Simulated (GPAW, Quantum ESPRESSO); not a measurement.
The C K edge of atom 1 in C (Diamond, Fd-3m), with 4 C at 1.54 Å (tetrahedral, site symmetry -43m), was computed in 2 ways: full core hole (charged cell) and no core hole. Program and functional: Quantum ESPRESSO XSpectra, PBE, Lorentzian half width 0.3 eV up to 4 eV, rising linearly to 2.5 eV at 25 eV; cells of 2 and 32 atoms (the run without a hole in the smaller).

Each run is counted from its own lowest empty level or Fermi level and scaled to a mean of 1 over its first 20 eV. (XSpectra's own axis starts at xe0, in the gap; it has been shifted.)

| E (eV) | run 1 | run 2 |
| --- | --- | --- |
| -2.00 | 0.07 | 0.03 |
| -1.25 | 0.11 | 0.04 |
| -0.50 | 0.21 | 0.06 |
| 0.25 | 0.69 | 0.14 |
| 1.00 | 1.91 | 0.32 |
| 1.75 | 3.14 | 0.56 |
| 2.50 | 1.82 | 0.81 |
| 3.25 | 2.18 | 0.97 |
| 4.00 | 1.72 | 1.36 |
| 4.75 | 1.17 | 1.41 |
| 5.50 | 1.07 | 1.27 |
| 6.25 | 1.04 | 1.18 |
| 7.00 | 1.04 | 1.27 |
| 7.75 | 1.02 | 1.24 |
| 8.50 | 0.98 | 1.32 |
| 9.25 | 0.87 | 1.45 |
| 10.00 | 0.77 | 1.43 |
| 10.75 | 0.64 | 1.33 |
| 11.50 | 0.53 | 1.11 |
| 12.25 | 0.46 | 0.85 |
| 13.00 | 0.44 | 0.71 |
| 13.75 | 0.49 | 0.68 |
| 14.50 | 0.56 | 0.73 |
| 15.25 | 0.64 | 0.81 |
| 16.00 | 0.68 | 0.91 |
| 16.75 | 0.67 | 0.99 |
| 17.50 | 0.63 | 1.03 |
| 18.25 | 0.57 | 1.03 |
| 19.00 | 0.51 | 0.98 |
| 19.75 | 0.45 | 0.90 |
| 20.50 | 0.39 | 0.80 |
| 21.25 | 0.35 | 0.71 |
| 22.00 | 0.31 | 0.62 |
| 22.75 | 0.29 | 0.55 |
| 23.50 | 0.26 | 0.49 |
| 24.25 | 0.24 | 0.44 |
| 25.00 | 0.23 | 0.40 |
| 25.75 | 0.22 | 0.37 |
| 26.50 | 0.21 | 0.34 |
| 27.25 | 0.21 | 0.33 |
| 28.00 | 0.21 | 0.32 |
| 28.75 | 0.20 | 0.30 |
| 29.50 | 0.20 | 0.29 |
| 30.25 | 0.20 | 0.28 |
| 31.00 | 0.20 | 0.27 |
| 31.75 | 0.20 | 0.27 |

Q: Which run is which?

Run 1: full core hole (charged cell) (area from −2 to 6 eV 10.8, main maxima 1.6 eV (3.38), 3.3 eV (2.22) and 16.3 eV (0.69)). Run 2: no core hole (area from −2 to 6 eV 5.4, main maxima 5.0 eV (1.43), 7.1 eV (1.28), 9.5 eV (1.46) and 17.8 eV (1.03)). With each curve scaled to its own mean, the area from −2 to 6 eV with the hole is 10.8 against 5.4, and the centre of weight from −1 to 20 eV moves by -3.0 eV: the hole pulls the absorber's empty states down.

[Hosts, paths, dates, database ids (printed as entryN), source tags and the programs' standing remarks are cut or masked in the printed files.]

[Lists of maxima count a maximum above −3 eV only where it reaches 4 % of the highest in the window and stands out from its surroundings by 2 % of it (1.5 % where it reaches 55 %); shoulders and weaker maxima are passed over, and of the rest the first, up to two pre-edge ones and the few strongest are named.]
